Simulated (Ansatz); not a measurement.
**ReS2 (P-1): a many-body input that goes wrong, and its mend**

Aim: the G0W0 gap of ReS2 (P-1). The first input has a fault.

Main program and level: Ansatz 0.2.0; G0W0 on LDA, plane waves, PAW.

### 1. The starting structure

The cell holds 24 atoms: 8 Re and 16 S. Its edges and angles: a = 6.299 Å, b = 6.403 Å, c = 12.465 Å, α = 76.1°, β = 89.6°, γ = 61.2°.

The structure was relaxed with LDA. The runs that relaxed it are not among those shown. Spin-orbit coupling is left out unless a step names it. The default PAW set here is soft_2. Its files were made with PBE.

### 2. First try

The input, input.yaml:

```yaml
crystal:
  lattice:
    - [6.2989537799, -0.00646894, -0.0061714448]
    - [3.087508251, 5.6095758075, 0.0084334608]
    - [0.112720449, 3.3474939886, 12.0062539056]
  atoms:
    - { symbol: Re, position: [0.1875100997, 0.0651749851, 0.2459762644] }
    - { symbol: Re, position: [0.3124637612, 0.434739391, 0.2540115758] }
    - { symbol: Re, position: [0.761731171, 0.0364124181, 0.2487564653] }
    - { symbol: Re, position: [0.6875362388, 0.565260609, 0.7459884242] }
    - { symbol: Re, position: [0.8124899003, 0.9348250149, 0.7540237356] }
    - { symbol: Re, position: [0.2617566349, 0.5364951982, 0.7487693656] }
    - { symbol: Re, position: [0.7382433651, 0.4635048018, 0.2512306344] }
    - { symbol: Re, position: [0.238268829, 0.9635875819, 0.7512435347] }
    - { symbol: S, position: [0.9062849715, 0.7128833878, 0.1521538372] }
    - { symbol: S, position: [0.6014588571, 0.7791565756, 0.8796751717] }
    - { symbol: S, position: [0.3640402707, 0.7527491867, 0.1385837188] }
    - { symbol: S, position: [0.1446811686, 0.7217048739, 0.8943923913] }
    - { symbol: S, position: [0.3553470861, 0.7783724024, 0.6056207948] }
    - { symbol: S, position: [0.135933882, 0.7471647778, 0.3614074152] }
    - { symbol: S, position: [0.6359597293, 0.2472508133, 0.8614162812] }
    - { symbol: S, position: [0.864066118, 0.2528352222, 0.6385925848] }
    - { symbol: S, position: [0.101423838, 0.2790806017, 0.3796591661] }
    - { symbol: S, position: [0.5936918728, 0.787028944, 0.3478334048] }
    - { symbol: S, position: [0.0937150285, 0.2871166122, 0.8478461628] }
    - { symbol: S, position: [0.4063081272, 0.212971056, 0.6521665952] }
    - { symbol: S, position: [0.8553188314, 0.2782951261, 0.1056076087] }
    - { symbol: S, position: [0.6446529139, 0.2216275976, 0.3943792052] }
    - { symbol: S, position: [0.3985411429, 0.2208434244, 0.1203248283] }
    - { symbol: S, position: [0.898576162, 0.7209193983, 0.6203408339] }
kpoints:
  mp_grid: { grid: [1, 1, 1] }
hamiltonian:
  xc: lda
scf:
  occupations: { method: fixed }
gw:
  n_empty_bands: 689
  ecut_chi: 80
  qp_bands: [v4, c4]
  qp_kpoints: band_edges
  screening: { model: contour_deformation }
```

Command:

```sh
$ ansatz run input.yaml --threads 3 --pin off --max-ram 92160MiB --backend cuda --events-out ev --progress --plain --runs-dir out --devices 1 --max-vram 13GiB
```

Numbers of over 12 decimals in the logs are rounded to 6 here.

What it wrote:

```text
GPUs: using 1 of 1 available (devices: 1).
Engine: ansatz 0.2.0, x86_64-unknown-linux-gnu
Pseudopotentials: kind: paw
Pseudopotential: Re, paw, valence charge 15, recommended cutoff 420 eV (normal), Re.paw.azcp
Pseudopotential: S, paw, valence charge 6, recommended cutoff 420 eV (normal), S.paw.azcp
Functional definition: SPW92
  exchange = slater_x
  correlation = pw_c
device memory: the entry about to start is reckoned to put 2.5 GiB on a device that reports 52.8 GiB free (of which the cap on the GPU budget leaves the run 13.0 GiB)
GPU FFT provider: cuFFT
GPU libraries: cuBLAS 13.8.2, cuFFT 12.4.0, cuSOLVER 12.3.4
Crystal: 24 atoms, lattice volume = 424.237 Å³
Basis set: ecut = 420 eV, 8317 PW (Γ)
Bands: 132, of which v1, the nominal top of the filled ones, is band 108 counted from 1 (107 counted from 0)
Symmetry: 2 space group operations
Space group: P-1 (ITA 2), of the structure as read, at distance tolerance 7.5e-5 Å
k-points: 1
Non-local potential: Re, projectors of the file, l = 0: 3, l = 1: 2, l = 2: 2, l = 3: 1
Non-local potential: S, projectors of the file, l = 0: 2, l = 1: 2, l = 2: 2
PAW form: soft (Blöchl's): semilocal exchange-correlation on the pseudo side does not see the compensation charge
PAW frozen core: Re, regenerated for the run's functional, and the local potential with it (the file was generated under x = pbe(κ = 0.804, μ = 0.219515), c = pbe(β = 0.066725))
PAW frozen core: S, regenerated for the run's functional, and the local potential with it (the file was generated under x = pbe(κ = 0.804, μ = 0.219515), c = pbe(β = 0.066725))
PAW one-centre angular grid: Re, 590 points (default); XC on 64 Gauss nodes
PAW one-centre angular grid: S, 110 points (default); XC on 64 Gauss nodes
Initial density: superposition of atomic densities (neutral atoms: chi_scale 0, normalization atom), corrected by the library's trained network
Initial wavefunctions: pseudopotential atomic-orbital guess
GPU buffer pool allocated for 182250 grid points (all kernels)
GPU transforms: local potential and band sums: pruned to the plane-wave sphere, on 45×45×81
Functional: x = slater, c = lda
SCF iter   1: F=—  HF=-98781.390087 eV  |F-HF|=—  |Δ(HF+E_count)|=         —  Δρ=2.13e-2  dr2=2.22e0  ethr=1.77e-3  ⟨swp⟩=5.0  Hψ=436  notcnv=0  defer=22
preconditioner: auto → Resta (q_TF=auto, 2.438 Å⁻¹)  ε∞=8.2  [insulator: Δε(μ)=1.224 eV  Ē_g=8.261 eV  n_scr=108 (ndim 8)  ℏωp=22.2 eV  f_vac=0.026  ε∞_Penn≈8.2]
SCF iter   2: F=—  HF=-98781.008456 eV  |F-HF|=—  |Δ(HF+E_count)|=   3.82e-1  Δρ=1.02e-2  dr2=2.94e-1  ethr=1.03e-3  ⟨swp⟩=2.0  Hψ=183  notcnv=0  defer=22
SCF iter   3: F=—  HF=-98780.950241 eV  |F-HF|=—  |Δ(HF+E_count)|=   5.82e-2  Δρ=4.95e-3  dr2=6.41e-2  ethr=1.36e-4  ⟨swp⟩=2.0  Hψ=179  notcnv=0  defer=22
SCF iter   4: F=—  HF=-98780.936186 eV  |F-HF|=—  |Δ(HF+E_count)|=   1.41e-2  Δρ=8.82e-4  dr2=5.29e-3  ethr=2.97e-5  ⟨swp⟩=2.0  Hψ=171  notcnv=0  defer=22
SCF iter   5: F=—  HF=-98780.935926 eV  |F-HF|=—  |Δ(HF+E_count)|=   2.59e-4  Δρ=6.26e-4  dr2=4.19e-3  ethr=2.45e-6  ⟨swp⟩=2.0  Hψ=183  notcnv=0  defer=22
SCF iter   6: F=—  HF=-98780.935515 eV  |F-HF|=—  |Δ(HF+E_count)|=   4.12e-4  Δρ=2.35e-4  dr2=5.23e-4  ethr=1.94e-6  ⟨swp⟩=2.0  Hψ=166  notcnv=0  defer=19
SCF iter   7: F=—  HF=-98780.935460 eV  |F-HF|=—  |Δ(HF+E_count)|=   5.43e-5  Δρ=6.40e-5  dr2=3.88e-5  ethr=2.42e-7  ⟨swp⟩=2.0  Hψ=171  notcnv=0  defer=19
SCF iter   8: F=—  HF=-98780.935460 eV  |F-HF|=—  |Δ(HF+E_count)|=   6.67e-7  Δρ=1.44e-5  dr2=1.88e-6  ethr=1.80e-8  ⟨swp⟩=2.0  Hψ=190  notcnv=0  defer=19
SCF iter   9: F=—  HF=-98780.935460 eV  |F-HF|=—  |Δ(HF+E_count)|=   3.72e-7  Δρ=1.59e-5  dr2=2.71e-6  ethr=8.69e-10  ⟨swp⟩=2.0  Hψ=187  notcnv=0  defer=19
SCF iter  10: F=—  HF=-98780.935460 eV  |F-HF|=—  |Δ(HF+E_count)|=   2.42e-7  Δρ=5.27e-6  dr2=2.77e-7  ethr=8.69e-10  ⟨swp⟩=2.0  Hψ=173  notcnv=0  defer=19
SCF iter  11: F=-98780.935460 eV  HF=-98780.935460 eV  |F-HF|=9.37e-9  |Δ(HF+E_count)|=   2.74e-8  Δρ=1.42e-6  dr2=1.74e-8  ethr=4.63e-11  ⟨swp⟩=9.0  Hψ=435  notcnv=0
SCF 1 converged in 11 iterations: F = -98780.935460 eV  dr2 = 1.74e-8
[...]
device memory: the entry about to start is reckoned to put 2.8 GiB on a device that reports 45.9 GiB free (of which the cap on the GPU budget leaves the run 13.0 GiB)
NSCF: frozen V_eff on 1 k-points
[...]
device memory: the entry about to start is reckoned to put 2.7 GiB on a device that reports 52.8 GiB free (of which the cap on the GPU budget leaves the run 13.0 GiB)
NSCF: frozen V_eff on 1 k-points
G₀W₀ screening: q 1/1
G₀W₀ self-energy: k 1/1
device memory: the entry about to start is reckoned to put 1.5 GiB on a device that reports 44.7 GiB free (of which the cap on the GPU budget leaves the run 13.0 GiB)
NSCF: frozen V_eff on 1 k-points
device memory: the entry about to start is reckoned to put 1.5 GiB on a device that reports 54.0 GiB free (of which the cap on the GPU budget leaves the run 13.0 GiB)
NSCF: frozen V_eff on 1 k-points
device memory: the entry about to start is reckoned to put 1.5 GiB on a device that reports 54.2 GiB free (of which the cap on the GPU budget leaves the run 13.0 GiB)
NSCF: frozen V_eff on 1 k-points
device memory: the entry about to start is reckoned to put 1.5 GiB on a device that reports 54.1 GiB free (of which the cap on the GPU budget leaves the run 13.0 GiB)
NSCF: frozen V_eff on 1 k-points
device memory: the entry about to start is reckoned to put 1.5 GiB on a device that reports 54.0 GiB free (of which the cap on the GPU budget leaves the run 13.0 GiB)
NSCF: frozen V_eff on 1 k-points
device memory: the entry about to start is reckoned to put 1.5 GiB on a device that reports 54.5 GiB free (of which the cap on the GPU budget leaves the run 13.0 GiB)
NSCF: frozen V_eff on 1 k-points
device memory: the entry about to start is reckoned to put 1.5 GiB on a device that reports 54.5 GiB free (of which the cap on the GPU budget leaves the run 13.0 GiB)
NSCF: frozen V_eff on 1 k-points
device memory: the entry about to start is reckoned to put 1.5 GiB on a device that reports 54.5 GiB free (of which the cap on the GPU budget leaves the run 13.0 GiB)
NSCF: frozen V_eff on 1 k-points
SCF converged after 11 iterations
Free energy (F): -98780.935460 eV
Harris-Foulkes:  -98780.935460 eV  (|F-HF|=9.37e-9)
Internal energy: -98780.935460 eV  (E = F + TS)
E sigma→0 (E₀):  -98780.935460 eV
Fermi energy:    11.050699 eV
--- Per-component energies (eV) ---
  E_band       = -1751.468111
  E_kinetic    = 6103.674858
  E_local      = -18283.254702  (includes V_loc(G=0)·N_el)
  E_nonlocal   = 902.551721
  E_hartree    = 7328.717156
  E_xc         = -4760.075327
  E_vxc        = -3858.332428  (∫ρ·V_xc dr)
  E_paw        = -76316.289282  (= ΣΔE_a)
  E_vpaw       = -1273.549177  (= ΣTr[D̂ρ^β])
  E_aug_tail   = -0.000572  (compensation charges beyond the density's cutoff)
  E_ewald      = -13761.263082
  E_core_change = 5.003770  (= ΣΔE_core)
  E_smearing   = -0.000000  (= −TS)
  E_closure    = 0.000000  (closes the sum)
  Σ components = -98780.935460   (vs F -98780.935460, Δ=0.00e0)
--- Band table (eV) ---
  k-point 0: bands = [... 104 lower, 10.6217, 10.7086, 10.7927, 11.0507, 12.1853, 12.3892, 12.8970, 12.9441, ... 20 higher]
--- G₀W₀: contour deformation, 7 samples at zero and on the imaginary axis and 1 off it, 1 q-point, 689 empty bands' worth ---
  eigenvalues of the whole cell's RPA ε∞ on this k-mesh (on a slab, of 1 + 4πα/V) = 6.3263, 21.3554, 27.8590; static W/v taken at q = 0 is -0.006637
  gw.qp_kpoints: band_edges: 1 of 1 stored k-point solved, in 1 pass; an edge of the gap read off the rows below is read off those points alone
    ik  band        ε_KS         Σx   Σc(E_QP)       V_xc       Z   E_QP_lin       E_QP  E_QP is
     0   105     10.6217   -22.1532     2.3105   -20.1310  0.7399    10.9084    10.9099  root
     0   106     10.7086   -22.4562     2.5458   -20.1815  0.7280    10.9778    10.9798  root
     0   107     10.7927   -19.5504     2.4957   -17.1256  0.7452    10.8636    10.8637  root
     0   108     11.0507   -21.9903     2.2400   -20.0229  0.7417    11.3220    11.3233  root
     0   109     12.1853   -14.8669    -4.1089   -19.6886  0.7375    12.9121    12.8982  root
     0   110     12.3892   -14.9936    -4.1746   -19.8681  0.7301    13.1112    13.0891  root
     0   111     12.8970   -15.1889    -4.4279   -20.3936  0.7335    13.6953    13.6739  root
     0   112     12.9441   -14.9425    -4.4343   -20.1399  0.7328    13.7298    13.7071  root
```

The job ended after 13 s (1 × NVIDIA H100 80GB HBM3 (shared by 6 runs) with 3 threads of AMD EPYC 7R13 (Zen 3), shared host; peak memory 1.4 GiB; 11 s of CPU time).

**Diagnosis.**

The run ended normally, though the input holds a fault or crude settings.

The fault: G0W0 on a mesh far too coarse. So few points can't sample the density or the screening, and the band edges may lie elsewhere in the zone.

It printed a gap of 1.57 eV, which is an artefact of the settings.

### 3. A better input

Now the one-shot GW correction: screening in the RPA, then the self-energy of the levels asked for.

input.yaml: that of step 2 with these lines changed.

```diff
@@ -31,3 +31,3 @@
 kpoints:
-  mp_grid: { grid: [1, 1, 1] }
+  mp_grid: { grid: [4, 4, 2] }
 hamiltonian:
@@ -37,4 +37,4 @@
 gw:
-  n_empty_bands: 689
-  ecut_chi: 80
+  n_empty_bands: 588
+  ecut_chi: 72
   qp_bands: [v4, c4]
```

What it wrote:

```text
GPUs: using 1 of 1 available (devices: 1).
[...]
GPU FFT provider: cuFFT
GPU libraries: cuBLAS 13.8.2, cuFFT 12.4.0, cuSOLVER 12.3.4
Crystal: 24 atoms, lattice volume = 424.237 Å³
Basis set: ecut = 420 eV, 8317 PW (Γ)
Bands: 132, of which v1, the nominal top of the filled ones, is band 108 counted from 1 (107 counted from 0)
[... 1 set-up line as in the run before ...]
[...]
k-points: 20 of 32
[...]
GPU buffer pool allocated for 182250 grid points (all kernels)
[...]
SCF iter   1: F=—  HF=-98789.445633 eV  |F-HF|=—  |Δ(HF+E_count)|=         —  Δρ=9.51e-3  dr2=3.78e-1  ethr=1.77e-3  ⟨swp⟩=5.0  Hψ=8668  notcnv=0  defer=413
[...]
SCF iter   9: F=-98789.398263 eV  HF=-98789.398263 eV  |F-HF|=3.15e-8  |Δ(HF+E_count)|=   1.13e-8  Δρ=2.50e-6  dr2=5.11e-8  ethr=4.63e-11  ⟨swp⟩=9.2  Hψ=9607  notcnv=0
SCF 1 converged in 9 iterations: F = -98789.398263 eV  dr2 = 5.11e-8
[...]
0   105     10.5629   -21.4074     1.6138   -20.1628  0.7557    10.9303    10.9320  root
     0   106     10.6161   -21.3500     1.5350   -20.2138  0.7563    11.0129    11.0150  root
     0   107     10.6847   -19.0787     1.9462   -17.2762  0.7570    10.8281    10.8284  root
     0   108     10.9515   -21.1478     1.4478   -20.0634  0.7578    11.3135    11.3150  root
     0   109     12.1611   -15.8734    -2.9864   -19.6597  0.7604    12.9711    12.9609  root
     0   110     12.3745   -16.0782    -3.0041   -19.8729  0.7573    13.1763    13.1651  root
     0   111     12.8422   -16.1821    -3.3916   -20.4443  0.7553    13.7290    13.7128  root
     0   112     12.8910   -15.8932    -3.4592   -20.2120  0.7550    13.7670    13.7507  root
[...]
19   109     12.4555   -16.3228    -3.2576   -20.4301  0.7583    13.3188    13.3052  root
    19   110     12.4555   -16.3228    -3.2576   -20.4301  0.7583    13.3188    13.3052  root
    19   111     12.6092   -15.7550    -3.5495   -20.1770  0.7610    13.4971    13.4817  root
    19   112     12.6092   -15.7550    -3.5495   -20.1770  0.7610    13.4971    13.4817  root
[key lines of the parts left out:]
SCF converged after 9 iterations
Free energy (F): -98789.398263 eV
Fermi energy:    10.955500 eV
```

Elapsed: 4.7 min, on 1 × NVIDIA H100 80GB HBM3 (shared by 6 runs) with 3 threads; peak memory 4.4 GiB; 8.3 min of CPU time.

Numbers from this step:

```yaml
bands_summed: 696
rpa_eps_infinity_on_this_mesh_eigenvalues: 6.384, 14.52, 15.47
plane_waves_in_the_screening_matrix: 609
q_points_in_the_mesh: 32
g0w0_gap_on_the_mesh: 1.646 eV
k_of_the_valence_top: 0, 0, 0
k_of_the_conduction_bottom: 0, 0, 0
starting_gap_on_the_mesh: 1.206 eV
z_at_the_valence_top: 0.7578
z_at_the_conduction_bottom: 0.7604
least_direct_g0w0_gap_on_the_computed_points: 1.646 eV
```

The gap on the mesh goes from 1.21 eV to 1.65 eV, a correction of +0.44 eV. Between the two edge states, bare exchange in place of the xc potential would open the gap by 4.87 eV, and correlation takes back 4.43 eV.

### 4. What came out

```yaml
first_try: converged after 13 s
better_run: G0W0 gap on the mesh 1.65 eV (4×4×2 mesh, 588 empty bands, screening to 72 eV)
```

In words: The second run differs in: mesh, empty bands and screening cutoff (eV). Bands and cutoff are finite, so the gap is not at the basis limit. The miss can reach some tenths of an eV and take either sign; the mesh is an error of its own. The runs have no spin polarisation. For a closed low-spin shell that is the natural state; where a d or f shell is open it is a constraint, and the gap is then not the crystal's own. With d states at the gap, one-shot GW leans hard on its start. The many-body steps are scalar-relativistic: spin-orbit coupling is not in them.

[Paths, hosts, dates, memory and timing lines, banners, echoed tables and standing remarks are left out of the program output.]

[Logs are printed without paths, hosts, clocks, repeated set-up lines and the standing remarks that a program may print on its own settings, such as how far it seeks lower states.]

[Runs of the session that timed out or met a known fault of the program may be left out.]

[Cells called generated may have been cut or substituted from an entry of the Crystallography Open Database or the Materials Project.]

[Hosts, paths, dates, database ids (printed as entryN), source tags and the programs' standing remarks are cut or masked in the printed files.]
